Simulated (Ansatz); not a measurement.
## CaTiSe3 (model cell, started as cubic perovskite with Ti in the octahedra): following an unstable mode

Aim: this structure of CaTiSe3 (model cell, started as cubic perovskite with Ti in the octahedra) is to be tested for unstable modes, and one is followed downhill.

Main program and level: Ansatz 0.2.0; DFT PBEsol, scalar-relativistic, plane waves, PAW; PAW set soft_1.

The structure was built from a prototype and need not be the compound's stable phase.

### Step 1. Set-up

The structure is cubic, space group Pm-3m (No. 221). The conventional cell has a = 4.921 Å, b = 4.921 Å, c = 4.921 Å, α = 90.00°, β = 90.00°, γ = 90.00°. Nearest to Ca lie 12 Se at 3.48 Å. Ti has 6 Se at 2.46 Å nearest. Nearest to Se lie 2 Ti at 2.46 Å and 4 Ca at 3.48 Å. Farther neighbours and most contacts between anions are not listed.

### Step 2. The dispersion

The cell comes from relaxations at this level that are not shown. Stability and thermal properties need the whole zone. Linear response on a 2×2×2 q mesh gives force constants as far as a supercell of that size would.

Contents of input.yaml:

```yaml
crystal:
  lattice:
    - [4.9205037157, 0.0, 0.0]
    - [0.0, 4.9205037157, 0.0]
    - [0.0, 0.0, 4.9205037157]
  atoms:
    - { symbol: Ca, position: [0.0, 0.0, 0.0] }
    - { symbol: Ti, position: [0.5, 0.5, 0.5] }
    - { symbol: Se, position: [0.5, 0.5, 0.0] }
    - { symbol: Se, position: [0.5, 0.0, 0.5] }
    - { symbol: Se, position: [0.0, 0.5, 0.5] }
kpoints:
  mp_grid: { grid: [8, 8, 8] }
hamiltonian:
  xc: pbesol
  pseudopotentials: { kind: paw, azcp: { folder: soft_1 }, xc_functional: pbe }
scf:
  occupations: { method: methfessel_paxton, width: 0.2 }
output:
  eigenvalues: true
phonons:
  method: dfpt
  qmesh: [2, 2, 2]
  temperatures: { t_max: 1000, t_step: 50 }
  qpath:
    path:
      - [[0.0, 0.0, 0.0], [0.0, 0.5, 0.0], [0.5, 0.5, 0.0], [0.0, 0.0, 0.0], [0.5, 0.5, 0.5], [0.0, 0.5, 0.0]]
      - [[0.5, 0.5, 0.5], [0.5, 0.5, 0.0]]
    npoints: 10
```

The run is started by

```console
ansatz run input.yaml --threads 4 --pin off --max-ram 16384MiB --backend cpu --events-out ev --progress --plain --runs-dir out
```

Numbers of over 12 decimals in the logs are rounded to 6 here.

Output:

```text
Engine: ansatz 0.2.0, aarch64-unknown-linux-gnu
Pseudopotentials: kind: paw
Pseudopotential: Ca, paw, valence charge 10, recommended cutoff 420 eV (normal), soft_1/Ca.paw.azcp
Pseudopotential: Ti, paw, valence charge 12, recommended cutoff 420 eV (normal), soft_1/Ti.paw.azcp
Pseudopotential: Se, paw, valence charge 16, recommended cutoff 420 eV (normal), soft_1/Se.paw.azcp
Functional definition: PBEsol
  exchange = pbesol_x
  correlation = pbesol_c
Crystal: 5 atoms, lattice volume = 119.132 Å³
Basis set: ecut = 420 eV, 2325 PW (Γ), exchange–correlation on 72×72×72 points (8 copies of the dense FFT grid, shifted against one another)
Bands: 42, of which v1, the nominal top of the filled ones, is band 35 counted from 1 (34 counted from 0)
Symmetry: 48 space group operations
k-points: 35 of 512
Non-local potential: Ca, projectors of the file, l = 0: 3, l = 1: 2, l = 2: 2
Non-local potential: Ti, projectors of the file, l = 0: 3, l = 1: 2, l = 2: 3, l = 3: 1
Non-local potential: Se, projectors of the file, l = 0: 2, l = 1: 2, l = 2: 3, l = 3: 1
PAW form: soft (Blöchl's): semilocal exchange-correlation on the pseudo side does not see the compensation charge
PAW frozen core: Ca, regenerated for the run's functional, and the local potential with it (the file was generated under x = pbe(κ = 0.804, μ = 0.219515), c = pbe(β = 0.066725))
PAW frozen core: Ti, regenerated for the run's functional, and the local potential with it (the file was generated under x = pbe(κ = 0.804, μ = 0.219515), c = pbe(β = 0.066725))
PAW frozen core: Se, regenerated for the run's functional, and the local potential with it (the file was generated under x = pbe(κ = 0.804, μ = 0.219515), c = pbe(β = 0.066725))
PAW one-centre angular grid: Ca, 110 points (default); XC on 64 Gauss nodes
PAW one-centre angular grid: Ti, 590 points (default); XC on 64 Gauss nodes
PAW one-centre angular grid: Se, 590 points (default); XC on 64 Gauss nodes
Initial density: superposition of atomic densities (chi_scale 0.1, normalization cell, long waves kept (reshape's long-wave potential 0.00 eV rms))
Initial wavefunctions: pseudopotential atomic-orbital guess
Functional: x = pbesol(κ = 0.804, μ = 0.123457), c = pbesol(β = 0.046)
SCF iter   1: F=—  HF=-20548.852569 eV  |F-HF|=—  |Δ(HF+E_count)|=         —  Δρ=1.06e-1  dr2=2.61e1  ethr=3.10e-3  ⟨swp⟩=6.9  Hψ=5603  notcnv=0
preconditioner: auto → Kerker (q_TF=auto, 2.497 Å⁻¹)  [metal: Δε(μ)=0.059 eV  Ē_g=6.186 eV  σ=0.200 eV  W_gap=0.25  n_scr=26 (ndim 8)  ℏωp=16.7 eV  f_vac=0.000  D(μ)=3.87/eV (n_scr^D=26)]
SCF iter   2: F=—  HF=-20546.801212 eV  |F-HF|=—  |Δ(HF+E_count)|=    2.05e0  S|Δr|=    0.00e0  Δρ=5.34e-2  dr2=7.10e0  ethr=3.10e-3  ⟨swp⟩=3.0  Hψ=2600  notcnv=0  defer=3
SCF iter   3: F=—  HF=-20546.045561 eV  |F-HF|=—  |Δ(HF+E_count)|=   7.56e-1  S|Δr|=    0.00e0  Δρ=8.66e-3  dr2=1.38e-1  ethr=3.10e-3  ⟨swp⟩=3.3  Hψ=2263  notcnv=0  defer=3
SCF iter   4: F=—  HF=-20546.032940 eV  |F-HF|=—  |Δ(HF+E_count)|=   1.26e-2  S|Δr|=    0.00e0  Δρ=3.33e-3  dr2=1.63e-2  ethr=1.97e-4  ⟨swp⟩=2.1  Hψ=3061  notcnv=0  defer=14
SCF iter   5: F=—  HF=-20546.032086 eV  |F-HF|=—  |Δ(HF+E_count)|=   8.54e-4  S|Δr|=    0.00e0  Δρ=1.18e-3  dr2=2.32e-3  ethr=2.33e-5  ⟨swp⟩=2.0  Hψ=2632  notcnv=0  defer=14
SCF iter   6: F=—  HF=-20546.032170 eV  |F-HF|=—  |Δ(HF+E_count)|=   8.40e-5  S|Δr|=    0.00e0  Δρ=5.09e-4  dr2=4.70e-4  ethr=3.31e-6  ⟨swp⟩=2.0  Hψ=2101  notcnv=0  defer=14
SCF iter   7: F=—  HF=-20546.032246 eV  |F-HF|=—  |Δ(HF+E_count)|=   7.62e-5  S|Δr|=    0.00e0  Δρ=1.29e-4  dr2=4.01e-5  ethr=6.71e-7  ⟨swp⟩=2.0  Hψ=1863  notcnv=0  defer=14
SCF iter   8: F=—  HF=-20546.032248 eV  |F-HF|=—  |Δ(HF+E_count)|=   1.76e-6  S|Δr|=    0.00e0  Δρ=5.23e-5  dr2=6.04e-6  ethr=5.72e-8  ⟨swp⟩=2.1  Hψ=1721  notcnv=0  defer=14
SCF iter   9: F=—  HF=-20546.032245 eV  |F-HF|=—  |Δ(HF+E_count)|=   2.54e-6  S|Δr|=    0.00e0  Δρ=1.09e-5  dr2=2.75e-7  ethr=8.62e-9  ⟨swp⟩=2.0  Hψ=2039  notcnv=0  defer=14
SCF iter  10: F=—  HF=-20546.032245 eV  |F-HF|=—  |Δ(HF+E_count)|=   3.96e-8  S|Δr|=    0.00e0  Δρ=3.44e-6  dr2=2.47e-8  ethr=3.92e-10  ⟨swp⟩=2.0  Hψ=2628  notcnv=0  defer=16
SCF iter  11: F=—  HF=-20546.032245 eV  |F-HF|=—  |Δ(HF+E_count)|=   2.06e-9  S|Δr|=    0.00e0  Δρ=1.04e-6  dr2=2.67e-9  ethr=3.52e-11  ⟨swp⟩=3.0  Hψ=2775  notcnv=0  defer=16
SCF iter  12: F=—  HF=-20546.032245 eV  |F-HF|=—  |Δ(HF+E_count)|=  8.73e-11  S|Δr|=    0.00e0  Δρ=3.13e-7  dr2=1.60e-10  ethr=3.81e-12  ⟨swp⟩=2.1  Hψ=1815  notcnv=0  defer=16
SCF iter  13: F=—  HF=-20546.032245 eV  |F-HF|=—  |Δ(HF+E_count)|=  3.27e-11  S|Δr|=    0.00e0  Δρ=1.08e-7  dr2=1.84e-11  ethr=1.00e-12  ⟨swp⟩=1.2  Hψ=1515  notcnv=0  defer=16
SCF iter  14: F=-20546.032245 eV  HF=-20546.032245 eV  |F-HF|=3.64e-12  |Δ(HF+E_count)|=  7.28e-12  S|Δr|=    0.00e0  Δρ=1.85e-8  dr2=4.29e-13  ethr=1.00e-12  ⟨swp⟩=8.8  Hψ=7305  notcnv=0
SCF 1 converged in 14 iterations: F = -20546.032245 eV  dr2 = 4.29e-13
  greatest PAW one-centre occupation: 1.000 electrons in one spin orbital (limit 2), on the Se atom at site 3 (counted from 0), in its partial waves of l = 2
Initial density: read from a saved state, or passed on in memory by an earlier SCF of this step, an earlier step, the calling program or the single point that the run made first
iter 1 solved again at ethr=1.80e-7 eV; its pass at ethr=3.10e-3 eV (dr2=1.26e-4 eV) is discarded
SCF iter   1: F=—  HF=-20546.032246 eV  |F-HF|=—  |Δ(HF+E_count)|=         —  Δρ=2.69e-7  dr2=4.54e-11  ethr=1.80e-7  ⟨swp⟩=3.2  Hψ=9330  notcnv=0
eigensolver tolerance schedule: the retry pair's looser diagonalisation over-reported the residual by 2773667.85 of it (diagonalisation noise at an unbounded share of the residual, at the tolerance the schedule requests for it); recorded, not acted on — ethr = c·dr2/N_el stays at c = 1.0e-1
preconditioner: auto → LDOS  [metal: Δε(μ)=0.102 eV  Ē_g=7.233 eV  σ=0.200 eV  W_gap=0.41  n_scr=26 (ndim 8)  ℏωp=16.7 eV  f_vac=0.012  D(μ)=2.28/eV (n_scr^D=18)  β→1.0]
SCF iter   2: F=—  HF=-20546.032245 eV  |F-HF|=—  |Δ(HF+E_count)|=   9.21e-7  S|Δr|=    0.00e0  Δρ=3.41e-7  dr2=8.90e-11  ethr=1.00e-12  ⟨swp⟩=3.7  Hψ=4156  notcnv=0
SCF iter   3: F=—  HF=-20546.032245 eV  |F-HF|=—  |Δ(HF+E_count)|=  5.09e-11  S|Δr|=    0.00e0  Δρ=1.56e-7  dr2=1.55e-11  ethr=1.00e-12  ⟨swp⟩=1.0  Hψ=1470  notcnv=0
SCF iter   4: F=-20546.032245 eV  HF=-20546.032245 eV  |F-HF|=3.64e-12  |Δ(HF+E_count)|=  3.64e-12  S|Δr|=    0.00e0  Δρ=1.06e-7  dr2=6.72e-12  ethr=1.00e-12  ⟨swp⟩=3.3  Hψ=3224  notcnv=0
SCF 2 converged in 4 iterations: F = -20546.032245 eV  dr2 = 6.72e-12
  greatest PAW one-centre occupation: 1.000 electrons in one spin orbital (limit 2), on the Se atom at site 2 (counted from 0), in its partial waves of l = 2
phonons: the bands overlap, so this run is a metal and interpolates without the dipole-dipole term. If the crystal is really an insulator or semiconductor, its LO-TO splitting is missing
NSCF: frozen V_eff on 35 k-points
NSCF: frozen V_eff on 125 k-points
DFPT response loops at q = (0, 0, 0) (fractional): preconditioner auto → Kerker (q_TF=auto, 2.497 Å⁻¹) (partly filled bands, converged f_vac=0.012); β = 1.00, the filter's whole step (`scf.mixing.beta` (0.50) is not read by the response loops under this deck's `scf.mixing.preconditioner`; to damp them name `kerker` or `kerker_dos`, under which they read `scf.mixing.beta`, and type it under 1.00, their step now; both keys bind the ground state too); Broyden in place of MSR1
NSCF: frozen V_eff on 250 k-points
DFPT response loops at q = (0, 0, -0.5) (fractional): mixed as the last ones told, above
NSCF: frozen V_eff on 250 k-points
DFPT response loops at q = (0, -0.5, -0.5) (fractional): mixed as the last ones told, above
NSCF: frozen V_eff on 250 k-points
DFPT response loops at q = (-0.5, -0.5, -0.5) (fractional): mixed as the last ones told, above
SCF converged after 14 iterations
Stability not checked: this state was not tested for a lower state beside it, because cold or Methfessel-Paxton smearing, or corrected tetrahedra, fill the levels in a way that the test cannot read (fill_not_monotonic; see scf.lower_state_search)
Free energy (F): -20546.032245 eV
Harris-Foulkes:  -20546.032245 eV  (|F-HF|=3.64e-12)
Internal energy: -20546.032627 eV  (E = F + TS)
E sigma→0 (E₀):  -20546.032341 eV
Entropy (-TS):   0.000382 eV (0.076 meV/atom)
Fermi energy:    8.852161 eV
Step filling:    the computed levels leave a gap of 0.0225 eV = 0.1 smearing widths at the electron count; against every level under it full and every level over it empty, smearing changes F+E_penalty+E_count by +2.624 meV and its σ→0 estimate by +2.528 meV
--- Per-component energies (eV) ---
  E_band       = -1474.259303
  E_kinetic    = 867.825111
  E_local      = -10196.540249  (includes V_loc(G=0)·N_el)
  E_nonlocal   = -907.400703
  E_hartree    = 5074.779067
  E_xc         = -497.133073
  E_vxc        = -576.008444  (∫ρ·V_xc dr)
  E_paw        = -8118.587036  (= ΣΔE_a)
  E_vpaw       = -811.692027  (= ΣTr[D̂ρ^β])
  E_aug_tail   = -0.001177  (compensation charges beyond the density's cutoff)
  E_ewald      = -6772.258102
  E_core_change = 3.283534  (= ΣΔE_core)
  E_smearing   = 0.000382  (= −TS)
  E_closure    = 0.000000  (closes the sum)
  Σ components = -20546.032245   (vs F -20546.032245, Δ=0.00e0)
--- Band table (eV; the first three rows and the last of 35) ---
  k-point 0: bands = [... 31 lower, 7.4615, 8.3525, 8.3525, 8.3525, 8.4259, 8.4259, 8.4259, 9.7084, ... 3 higher]
  k-point 1: bands = [... 31 lower, 7.2760, 7.7641, 8.1581, 8.1581, 8.3670, 8.9785, 8.9785, 9.7554, ... 3 higher]
  k-point 2: bands = [... 31 lower, 6.7465, 6.9140, 8.0775, 8.0775, 8.4028, 9.6191, 9.6191, 9.8121, ... 3 higher]
  k-point 34: bands = [... 31 lower, 5.1082, 9.0991, 9.0991, 9.0991, 10.1272, 10.1605, 10.1605, 10.1605, ... 3 higher]
--- Phonons (Γ-DFPT): 4 representative perturbations + reference (Σ response iterations 13) ---
  ASR residual: 3.054e-5 → 0.000e0 eV/Å²; symmetrization residual: 1.033e-5 eV/Å²
  ASR residual per site (eV/Å²): 3.05e-5 1.55e-5 7.94e-6 7.94e-6 7.94e-6
  Γ frequencies (cm⁻¹): -96.72 -96.72 -96.72 -57.43 -57.43 -57.43 -45.76 -45.76 -45.76 0.00 0.00 0.00 260.03 260.03 260.03
--- Phonons (arbitrary-q DFPT): 4 irreducible q on the 2×2×2 mesh ---
  q = [0.0000, 0.0000, 0.0000] (star 1, of the zone-centre solve; hermiticity 1.66e-6, symmetrization 6.13e-12): -96.72 -96.72 -96.72 -57.43 -57.43 -57.43 -45.76 -45.76 -45.76 -0.00 -0.00 0.00 260.03 260.03 260.03
  q = [0.0000, 0.0000, -0.5000] (star 3, 9 solved perturbations in 975 linear systems a pass and spin channel, the states on 125 of 512 k-point pairs; hermiticity 9.67e-7, symmetrization 2.54e-12): -87.32 -87.32 -54.95 -54.95 -45.02 -40.60 -40.60 -9.67 69.94 69.94 81.86 240.64 248.51 258.63 258.63
  q = [0.0000, -0.5000, -0.5000] (star 3, 9 solved perturbations in 975 linear systems a pass and spin channel, the states on 125 of 512 k-point pairs; hermiticity 1.08e-6, symmetrization 5.55e-13): -101.09 -91.02 -91.02 -68.10 -61.60 62.17 62.17 63.80 63.80 120.44 143.41 243.41 243.41 257.97 265.16
  q = [-0.5000, -0.5000, -0.5000] (star 1, 4 solved perturbations in 350 linear systems a pass and spin channel, the states on 125 of 512 k-point pairs; hermiticity 2.67e-7, symmetrization 2.92e-12): -103.76 -103.76 -103.76 -88.73 -88.73 -88.73 73.10 73.10 115.40 115.40 115.40 243.57 243.57 243.57 279.80
  sum rule: each row above includes the acoustic sum rule's correction from the zone centre's row sums; it moved no ω² by more than (0.46 cm⁻¹)²
  mesh force constants: q→R imaginary residual 4.11e-18; ASR residual 3.054e-5 → 0.000e0 eV/Å²; symmetrization residual 8.882e-15 eV/Å²
  interpolated dispersion: 62 rows × 15 modes
  density of states and harmonic sums: on the 14×14×14 q-mesh, interpolated from the force constants of a 2×2×2 supercell (no non-analytic term)
  largest difference from the sums on the solved wave vectors: F 2.33e-1 eV, S 3.19e-4 and C_V 8.71e-5 eV/K
  zero-point energy: 0.084999 eV/cell   skipped modes (ω ≤ 0): 749, of them read as no rigid motion or as one in doubt: 746 (6.116e0 modes/cell left out, lowest -103.76 cm⁻¹)   left out of the sums: 4.08e-1 of the cell's modes: C_V's classical limit lies that fraction below 3 k_B per atom; for a crystal, a wire or a layer, F and S can be off by more, and a phonons.interpolated_qmesh denser along its periods is the remedy for the sampling
```

The job ended after 7.6 min (4 threads of Arm Neoverse V1, shared host; peak memory 1.9 GiB; 30 min of CPU time).

This step gave:

| Property | Result |
| --- | --- |
| volume per atom | 23.83 Å³ |
| gap on the k-mesh | 0 eV |
| sum-rule residual before enforcement | 3.05e-5 eV/Å² |
| lowest frequency on the path | -103.8 cm⁻¹ |
| point group | m-3m |
| highest frequency on the path or at a solved wavevector | 288.5 cm⁻¹ |
| highest optical mode at the zone centre (no LO-TO term) | 260.0 cm⁻¹ |
| lowest optical zone-centre mode | -96.72 cm⁻¹ |
| lowest mode on the q mesh (acoustic modes at Γ apart) | -103.8 cm⁻¹ |

Frequencies (cm⁻¹) solved at each irreducible wavevector; negative means imaginary. Frequencies by wavevector, by row:

```tsv
q in reciprocal lattice units	star	mode 1	mode 2	mode 3	mode 4	mode 13	mode 14	mode 15
0 0 0	1	-96.7	-96.7	-96.7	-57.4	260	260	260
0 0 -0.5	3	-87.3	-87.3	-55	-55	248.5	258.6	258.6
0 -0.5 -0.5	3	-101.1	-91	-91	-68.1	243.4	258	265.2
-0.5 -0.5 -0.5	1	-103.8	-103.8	-103.8	-88.7	243.6	243.6	279.8
```

Interpolated from a 2×2×2 q mesh. The phonon branches at the labelled points (cm⁻¹):

```tsv
point	branch 1	branch 2	branch 3	branch 4	branch 12	branch 13	branch 14	branch 15
Γ	-97	-97	-97	-57	0	260	260	260
halfway	-92	-92	-73	-52	154	259	259	262
X	-87	-87	-55	-55	241	248	259	259
halfway	-90	-81	-79	-77	217	242	258	272
M	-101	-91	-91	-68	243	243	258	265
halfway	-88	-86	-82	-69	161	243	259	274
Γ	-97	-97	-97	-57	0	260	260	260
halfway	-86	-85	-85	-74	168	240	240	286
R	-104	-104	-104	-89	244	244	244	280
halfway	-88	-86	-84	-82	205	238	243	286
X	-87	-87	-55	-55	241	248	259	259
jump to R	-104	-104	-104	-89	244	244	244	280
halfway	-102	-91	-91	-79	220	243	243	285
M	-101	-91	-91	-68	243	243	258	265
```

Symmetry leaves 4 wavevectors to solve. The lowest mode among them, the acoustic zeros apart, lies at q = (-0.5, -0.5, -0.5) and is imaginary, 103.8i cm⁻¹, so the energy falls along it.

### Step 3. The mode frozen in, largest atomic shift 0 Å

The mode followed lies at q = (0, -0.5, -0.5) with frequency 101.1i cm⁻¹, one of the unstable modes though not the softest. At small amplitude the distorted cell has space group no. 127 by a symmetry search on the positions. The undistorted cell that holds it gives the zero of energy on the same k mesh.

System of this step: CaTiSe3 (model cell, started as cubic perovskite with Ti in the octahedra). The structure is cubic, space group Pm-3m (No. 221). The conventional cell has a = 4.921 Å, b = 4.921 Å, c = 4.921 Å, α = 90.00°, β = 90.00°, γ = 90.00°. Nearest to Ca lie 12 Se at 3.48 Å. Nearest to Ti lie 6 Se at 2.46 Å. Nearest to Se lie 2 Ti at 2.46 Å and 4 Ca at 3.48 Å. Nearest to Se lie 2 Ti at 2.46 Å and 4 Ca at 3.48 Å. Farther neighbours and most contacts between anions are not listed.

Contents of input.yaml:

```yaml
crystal:
  lattice:
    - [-4.9205037157, 0.0, 0.0]
    - [0.0, -4.9205037157, -4.9205037157]
    - [0.0, -4.9205037157, 4.9205037157]
  atoms:
    - { symbol: Ca, position: [0.0, 0.5, 0.5] }
    - { symbol: Ca, position: [0.0, 0.0, 0.0] }
    - { symbol: Ti, position: [0.5, 0.0, 0.5] }
    - { symbol: Ti, position: [0.5, 0.5, 0.0] }
    - { symbol: Se, position: [0.5, 0.25, 0.25] }
    - { symbol: Se, position: [0.5, 0.75, 0.75] }
    - { symbol: Se, position: [0.5, 0.25, 0.75] }
    - { symbol: Se, position: [0.5, 0.75, 0.25] }
    - { symbol: Se, position: [0.0, 0.0, 0.5] }
    - { symbol: Se, position: [0.0, 0.5, 0.0] }
kpoints:
  mp_grid: { grid: [8, 6, 6] }
hamiltonian:
  xc: pbesol
  pseudopotentials: { kind: paw, azcp: { folder: soft_1 }, xc_functional: pbe }
scf:
  occupations: { method: methfessel_paxton, width: 0.2 }
output:
  forces: true
  stress: true
  eigenvalues: true
```

Output:

```text
[...]
Crystal: 10 atoms, lattice volume = 238.264 Å³
Basis set: ecut = 420 eV, 4685 PW (Γ), exchange–correlation on 72×96×96 points (8 copies of the dense FFT grid, shifted against one another)
Bands: 84, of which v1, the nominal top of the filled ones, is band 70 counted from 1 (69 counted from 0)
Symmetry: 32 space group operations
[...]
k-points: 50 of 288
[...]
k-point 0: bands = [... 66 lower, 8.3747, 8.3747, 8.3787, 8.4250, 8.4263, 8.4263, 8.9076, 9.7303, ... 10 higher]
  k-point 1: bands = [... 66 lower, 7.8845, 7.9757, 8.1497, 8.6887, 8.7208, 8.8122, 8.8186, 9.8630, ... 10 higher]
  k-point 2: bands = [... 66 lower, 7.3852, 7.5476, 7.7879, 8.3022, 9.1740, 9.1913, 9.2205, 9.7204, ... 10 higher]
  k-point 49: bands = [... 66 lower, 6.3211, 6.3211, 8.9052, 8.9052, 9.9589, 9.9589, 10.1346, 10.1346, ... 10 higher]
[key lines of the parts left out:]
SCF converged after 10 iterations
Free energy (F): -41092.072839 eV
Fermi energy:    8.829156 eV
P = ⅓ Tr σ = -0.0401 GPa (-0.401 kbar)
```

The job ended after 17 s (4 threads; peak memory 1.2 GiB).

Numbers from this step:

* pressure: -0.04014 GPa
* energy from the undistorted cell: 0 meV/atom

The run ends at a pressure of -0.04 GPa.

### Step 4. The mode frozen in, largest atomic shift 0.6 Å

The atoms are moved along the unstable eigenvector, the largest shift by 0.6 Å, with the cell fixed.

input.yaml, the sections that differ from step 3:

```yaml
crystal:
  lattice:
    - [-4.9205037157, 0.0, 0.0]
    - [0.0, -4.9205037157, -4.9205037157]
    - [0.0, -4.9205037157, 4.9205037157]
  atoms:
    - { symbol: Ca, position: [0.0, 0.5, 0.5] }
    - { symbol: Ca, position: [0.0, 0.0, 0.0] }
    - { symbol: Ti, position: [0.5, 0.0, 0.5] }
    - { symbol: Ti, position: [0.5, 0.5, 0.0] }
    - { symbol: Se, position: [0.5, 0.1890306324, 0.1890306324] }
    - { symbol: Se, position: [0.5, 0.8109693676, 0.8109693676] }
    - { symbol: Se, position: [0.5, 0.3109693676, 0.6890306324] }
    - { symbol: Se, position: [0.5, 0.6890306324, 0.3109693676] }
    - { symbol: Se, position: [0.0, 0.0, 0.5] }
    - { symbol: Se, position: [0.0, 0.5, 0.0] }
# kpoints, hamiltonian, scf, output: as in step 3
```

Output:

```text
[...]
Crystal: 10 atoms, lattice volume = 238.264 Å³
Basis set: ecut = 420 eV, 4685 PW (Γ), exchange–correlation on 72×96×96 points (8 copies of the dense FFT grid, shifted against one another)
Bands: 84, of which v1, the nominal top of the filled ones, is band 70 counted from 1 (69 counted from 0)
Symmetry: 16 space group operations
[...]
k-points: 50 of 288
[...]
k-point 0: bands = [... 66 lower, 7.5067, 8.0706, 8.2390, 8.2390, 8.4411, 8.4411, 8.4702, 9.1253, ... 10 higher]
  k-point 1: bands = [... 66 lower, 7.5060, 7.7459, 7.8250, 8.1321, 8.4500, 8.5519, 8.8700, 9.4285, ... 10 higher]
  k-point 2: bands = [... 66 lower, 7.2523, 7.3453, 7.7270, 7.8386, 8.8271, 8.9042, 9.2170, 9.4332, ... 10 higher]
  k-point 49: bands = [... 66 lower, 6.3379, 6.3379, 8.2802, 8.2802, 9.4199, 9.4199, 9.7571, 9.7571, ... 10 higher]
[key lines of the parts left out:]
SCF converged after 11 iterations
Free energy (F): -41093.289065 eV
Fermi energy:    8.479154 eV
P = ⅓ Tr σ = -1.6291 GPa (-16.291 kbar)
```

Wall time 18 s (4 threads); peak memory 1.2 GiB; 72 s of CPU time.

This step gave:

* pressure: -1.629 GPa
* energy from the undistorted cell: -121.8 meV/atom

The energy, extrapolated to zero smearing, is -121.83 meV/atom against the undistorted cell.

The run ends at a pressure of -1.63 GPa, with forces up to 0.46 eV/Å.

(Part 1 of 3 ends here.)

[Logs are printed without paths, hosts, clocks, repeated set-up lines and the standing remarks that a program may print on its own settings, such as how far it seeks lower states.]

[Hosts, paths, dates, database ids (printed as entryN), source tags and the programs' standing remarks are cut or masked in the printed files.]
